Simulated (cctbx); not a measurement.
**Accept or mend?**

Cell a = 4.1400 Å, b = 6.6650 Å, c = 13.6860 Å, α = 90.00°, β = 90.00°, γ = 90.00°; space group Immm (no. 71). The compound is Sm2TmCu4Si4.

The data are simulated with cctbx, not measured: Mo Kα, λ = 0.71073 Å, to d = 0.65 Å, 50 % of the full sphere, strongest reflection 40000 counts, noise from counting, a 2 % proportional error and a noise floor of 2 counts (s.d.); no absorption.

An anisotropic refinement with weights 1/σ² prints:

```text
Rint 0.021, 431 unique reflections to 0.65 A
cycle     R1     wR2    GooF  max shift (A)
   1  0.0303  0.0694   2.944   0.00062
   2  0.0105  0.0242   1.028   0.00000
final R1 0.0105 wR2 0.0242 GooF 1.028  parameters 21  data/parameter 20.5
atom        x        y        z      Ueq    occ   su(xyz)  su(Uiso or U11)
Tm1    0.00000  0.00000  0.00000   0.0116  1.000  0.00000  0.0001
Sm1    0.50000  0.00000  0.63020   0.0160  1.000  0.00001  0.0001
Cu1    0.00000  0.30152  0.67281   0.0204  1.000  0.00007  0.0002
Si1    0.50000  0.31319  0.00000   0.0220  1.000  0.00021  0.0005
Si2    0.00000  0.00000  0.78464   0.0210  1.000  0.00009  0.0005
difference map: max 0.75 min -0.74 rms 0.16
Q1    0.0000  0.2961  0.5000    4    0.75  0.73 A from Si1
Q2    0.0000  0.2512  0.3375    8    0.71  0.36 A from Cu1
Q3    0.0000  0.3762  0.0000    4    0.61  1.96 A from Sm1
Q4    0.0899  0.3222  0.3584   16    0.60  0.58 A from Cu1
Q5    0.0000  0.5000  0.0450    4    0.50  1.17 A from Sm1
Q6    0.0000  0.1570  0.2181    8    0.45  1.05 A from Si2
```

**Question.** Can this result stand? If not, what is the likely fault?

It can stand. The set-up had a fault (anomalous dispersion left out), but the figures of merit move little: R1 = 0.0105, wR2 = 0.0242, GooF = 1.03 against R1 = 0.0091, wR2 = 0.0212, GooF = 0.90 for the right model.

The compound is Sm2TmCu4Si4. The right model at the same level gives:

```text
Rint 0.021, 431 unique reflections to 0.65 A
cycle     R1     wR2    GooF  max shift (A)
   1  0.0275  0.0641   2.716   0.00049
   2  0.0091  0.0212   0.900   0.00000
final R1 0.0091 wR2 0.0212 GooF 0.900  parameters 21  data/parameter 20.5
atom        x        y        z      Ueq    occ   su(xyz)  su(Uiso or U11)
Tm1    0.00000  0.00000  0.00000   0.0115  1.000  0.00000  0.0001
Sm1    0.50000  0.00000  0.63020   0.0159  1.000  0.00001  0.0001
Cu1    0.00000  0.30149  0.67280   0.0217  1.000  0.00006  0.0001
Si1    0.50000  0.31318  0.00000   0.0225  1.000  0.00018  0.0005
Si2    0.00000  0.00000  0.78466   0.0215  1.000  0.00008  0.0005
difference map: max 0.59 min -0.56 rms 0.13
Q1    0.0000  0.3744  0.0000    4    0.59  1.97 A from Sm1
Q2    0.0000  0.2938  0.5000    4    0.58  0.71 A from Si1
Q3    0.0000  0.5000  0.0406    4    0.56  1.23 A from Sm1
Q4    0.0000  0.4347  0.4529    8    0.46  1.77 A from Si1
Q5    0.1085  0.3188  0.3689   16    0.43  0.74 A from Cu1
Q6    0.2151  0.3739  0.5000    8    0.42  1.45 A from Tm1
```

The model is made up (kin elements in a known structure type, no relaxation), so it says nothing on whether the phase exists.

[Middle refinement cycles are left out of these outputs.]

[Logs are printed without paths, hosts, clocks, repeated set-up lines and the standing remarks that a program may print on its own settings, such as how far it seeks lower states.]
